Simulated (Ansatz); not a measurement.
# How many bands does the GW gap of SiC (Moissanite) need?, part 2 of 2

Wanted: a G0W0 gap for SiC (Moissanite) that is converged in bands and cutoff, or an estimate of the limit.

Ansatz 0.2.0; G0W0 on PBE, plane waves, PAW. Known limits of the many-body steps: not at the basis limit; coarse k mesh.

So far. Step 4 (571 empty bands, screening to 160 eV): Against the run with 6×6×2 mesh, 265 empty bands, screening to 96 eV, the gap moves by +0.15 eV. Step 5 (Changing the k mesh: 6×6×1 mesh, 265 empty bands …): Against the run with 6×6×2 mesh, 265 empty bands, screening to 96 eV, the gap moves by −0.001 eV.

## 6. Changing the frequency model: 6×6×2 mesh, 265 empty bands, screening to 96 eV, plasmon pole

A plasmon pole stands in for the full frequency dependence of the screening; this run shows what that costs in accuracy.

File input.yaml:

```yaml
crystal:
  lattice:
    - [3.081, 0.0, 0.0]
    - [-1.5405, 2.6682242691, 0.0]
    - [0.0, 0.0, 15.1248]
  atoms:
    - { symbol: Si, position: [0.0, 0.0, 0.0] }
    - { symbol: Si, position: [0.0, 0.0, 0.5] }
    - { symbol: Si, position: [0.3333333333, 0.6666666667, 0.1664] }
    - { symbol: Si, position: [0.6666666667, 0.3333333333, 0.6664] }
    - { symbol: Si, position: [0.6666666667, 0.3333333333, 0.3329] }
    - { symbol: Si, position: [0.3333333333, 0.6666666667, 0.8329] }
    - { symbol: C, position: [0.3333333333, 0.6666666667, 0.0412] }
    - { symbol: C, position: [0.6666666667, 0.3333333333, 0.5412] }
    - { symbol: C, position: [0.6666666667, 0.3333333333, 0.208] }
    - { symbol: C, position: [0.3333333333, 0.6666666667, 0.708] }
    - { symbol: C, position: [0.0, 0.0, 0.3746] }
    - { symbol: C, position: [0.0, 0.0, 0.8746] }
kpoints:
  mp_grid: { grid: [6, 6, 2] }
hamiltonian:
  xc: pbe
scf:
  occupations: { method: fixed }
gw:
  n_empty_bands: 265
  ecut_chi: 96
  qp_bands: [v4, c4]
  qp_kpoints: band_edges
  screening: { model: godby_needs }
```

Run with:

```console
ansatz run input.yaml --threads 3 --pin off --max-ram 92160MiB --backend cuda --events-out ev --progress --plain --runs-dir out --devices 1 --max-vram 13GiB  # rebuilt from the run's record
```

Numbers of over 12 decimals in the logs are rounded to 6 here.

What it wrote:

```text
GPUs: using 1 of 1 available (devices: 1).
[...]
GPU FFT provider: cuFFT
GPU libraries: cuBLAS 13.8.2, cuFFT 12.4.0, cuSOLVER 12.3.4
Crystal: 12 atoms, lattice volume = 124.338 Å³
Basis set: ecut = 420 eV, 2415 PW (Γ)
Bands: 36, of which v1, the nominal top of the filled ones, is band 24 counted from 1 (23 counted from 0)
Symmetry: 12 space group operations
[...]
k-points: 14 of 72
[...]
0    28     15.7559    -8.8661    -4.9095   -14.5141  0.8042    16.4976    16.4944  root
[...]
13    25     13.1856    -7.0479    -4.1793   -11.7035  0.8180    13.6632    13.6620  root
    13    26     13.1856    -7.0479    -4.1793   -11.7035  0.8180    13.6632    13.6620  root
    13    27     13.8244    -7.3527    -4.3566   -12.2663  0.8144    14.3831    14.3815  root
    13    28     13.8244    -7.3527    -4.3566   -12.2663  0.8144    14.3831    14.3815  root
[key lines of the parts left out:]
SCF converged after 7 iterations
Free energy (F): -5322.920997 eV
Fermi energy:    9.512835 eV
```

Elapsed: 33 s, on 1 × NVIDIA H100 80GB HBM3 (shared by 6 runs) with 3 threads of AMD EPYC 7R13 (Zen 3), shared host; peak memory 1.8 GiB.

This step gave:

```yaml
bands_summed: 289
plasmon_pole_fit_frequency: 23.07 eV
rpa_eps_infinity_on_this_mesh_eigenvalues: 6.876, 7.043, 7.043
plane_waves_in_the_screening_matrix: 295
g0w0_gap_on_the_mesh: 2.680 eV
k_of_the_valence_top: 0, 0, 0
k_of_the_conduction_bottom: 0, -0.5, 0
starting_gap_on_the_mesh: 2.013 eV
least_direct_g0w0_gap_on_the_computed_points: 3.900 eV
```

Against the run with 6×6×2 mesh, 265 empty bands, screening to 96 eV, the gap moves by −0.03 eV.

## 7. Changing the files: 6×6×2 mesh, 265 empty bands, screening to 96 eV, hard PAW files

Other atomic data (hard PAW) test the pseudisation: the cutoff goes from 420 to 820 eV, with the same valence electrons.

input.yaml, as its differences from that of step 6:

```diff
@@ -22,2 +22,3 @@
   xc: pbe
+  pseudopotentials: { kind: paw, source: ansatz }
 scf:
@@ -29,2 +30,2 @@
   qp_kpoints: band_edges
-  screening: { model: godby_needs }
+  screening: { model: contour_deformation }
```

What it wrote:

```text
GPUs: using 1 of 1 available (devices: 1).
[...]
GPU FFT provider: cuFFT
GPU libraries: cuBLAS 13.8.2, cuFFT 12.4.0, cuSOLVER 12.3.4
Crystal: 12 atoms, lattice volume = 124.338 Å³
Basis set: ecut = 820 eV, 6557 PW (Γ)
Bands: 36, of which v1, the nominal top of the filled ones, is band 24 counted from 1 (23 counted from 0)
Symmetry: 12 space group operations
[...]
k-points: 14 of 72
[...]
0    28     15.7784    -8.8459    -4.9480   -14.5044  0.7945    16.4937    16.4889  root
[...]
13    25     13.2123    -6.9445    -4.2198   -11.6668  0.8129    13.7166    13.7149  root
    13    26     13.2123    -6.9445    -4.2198   -11.6668  0.8129    13.7166    13.7149  root
    13    27     13.8516    -7.2419    -4.4028   -12.2275  0.8080    14.4371    14.4344  root
    13    28     13.8516    -7.2419    -4.4028   -12.2275  0.8080    14.4371    14.4344  root
[key lines of the parts left out:]
SCF converged after 10 iterations
Free energy (F): -5322.406315 eV
Fermi energy:    9.539546 eV
```

The job ended after 33 s (1 × NVIDIA H100 80GB HBM3 (shared by 6 runs) with 3 threads; peak memory 1.8 GiB).

Numbers from this step:

| Quantity | Value |
| --- | --- |
| bands summed | 289 |
| RPA ε∞ on this mesh (eigenvalues) | 6.878, 7.046, 7.046 |
| plane waves in the screening matrix | 295 |
| G0W0 gap on the mesh | 2.719 eV |
| k of the valence top | 0, 0, 0 |
| k of the conduction bottom | 0, -0.5, 0 |
| starting gap on the mesh | 2.013 eV |
| least direct G0W0 gap on the computed points | 3.963 eV |

Against the run with 6×6×2 mesh, 265 empty bands, screening to 96 eV, the gap moves by +0.007 eV.

## 8. Convergence and cost

Times are wall times on 1 × NVIDIA H100 80GB HBM3 (shared by 6 runs) with 3 threads of AMD EPYC 7R13 (Zen 3), shared host, good to a factor of about two.

| mesh | files | frequency | bands summed | cutoff (eV) | start (eV) | G0W0 (eV) | time | host memory (GiB) |
| --- | --- | --- | --- | --- | --- | --- | --- | --- |
| 6×6×2 | default PAW | contour deformation | 117 | 48 | 2.013 | 2.489 | 12 s | 1.1 |
| 6×6×2 | default PAW | contour deformation | 289 | 96 | 2.013 | 2.712 | 44 s | 1.4 |
| 6×6×2 | default PAW | contour deformation | 595 | 160 | 2.013 | 2.863 | 74 s | 2.3 |
| 6×6×1 | default PAW | contour deformation | 289 | 96 | 2.013 | 2.711 | 19 s | 1.2 |
| 6×6×2 | default PAW | plasmon pole | 289 | 96 | 2.013 | 2.680 | 33 s | 1.8 |
| 6×6×2 | hard PAW | contour deformation | 289 | 96 | 2.013 | 2.719 | 33 s | 1.8 |

The parts of the quasiparticle energy at the two band edges (eV; QP = start + Σx + Σc − Vxc):

| run | edge | start | Σx | Σc | Vxc | Z | QP |
| --- | --- | --- | --- | --- | --- | --- | --- |
| 117 bands | valence top | 9.51 | -18.33 | 2.85 | -15.75 | 0.80 | 9.78 |
| 117 bands | conduction bottom | 11.53 | -7.56 | -3.48 | -11.77 | 0.82 | 12.27 |
| 289 bands | valence top | 9.51 | -18.33 | 2.27 | -15.75 | 0.79 | 9.19 |
| 289 bands | conduction bottom | 11.53 | -7.56 | -3.84 | -11.77 | 0.82 | 11.90 |
| 595 bands | valence top | 9.51 | -18.33 | 1.95 | -15.75 | 0.79 | 8.88 |
| 595 bands | conduction bottom | 11.53 | -7.56 | -4.00 | -11.77 | 0.81 | 11.74 |

## 9. Summary of results

```json
{
  "117 bands, 48 eV": "2.489 eV",
  "289 bands, 96 eV": "2.712 eV",
  "595 bands, 160 eV": "2.863 eV",
  "estimated limit in bands and cutoff": "3.01 eV",
  "mesh and start": "6×6×2, PBE"
}
```

In words: A line in one over the bands through the two highest rungs gives 3.01 eV, +0.14 eV from the top rung; the pair below gives 2.86 eV, so the estimate is still climbing. The rungs stand 0.52 eV (117 bands), 0.29 eV (289 bands) and 0.14 eV (595 bands) from it. From 117 to 595 bands the gap moves by +0.37 eV while the time grows 6.1-fold. Σc changes by −0.90 eV at the valence top and −0.53 eV at the conduction bottom, so the levels themselves move more than the gap between them. On the 6×6×1 mesh in place of 6×6×2 the gap differs by −0.001 eV, of which −0.0002 eV is already in the start. The plasmon-pole model gives −0.03 eV against contour deformation, 5 % of the correction. Hard PAW files move the gap by +0.01 eV at equal bands and cutoff, −0.0002 eV of it in the start.

[Paths, hosts, dates, memory and timing lines, banners, echoed tables and standing remarks are left out of the program output.]

[Logs are printed without paths, hosts, clocks, repeated set-up lines and the standing remarks that a program may print on its own settings, such as how far it seeks lower states.]

[Runs of the session that timed out or met a known fault of the program may be left out.]

[Cells called generated may have been cut or substituted from an entry of the Crystallography Open Database or the Materials Project.]

[Hosts, paths, dates, database ids (printed as entryN), source tags and the programs' standing remarks are cut or masked in the printed files.]
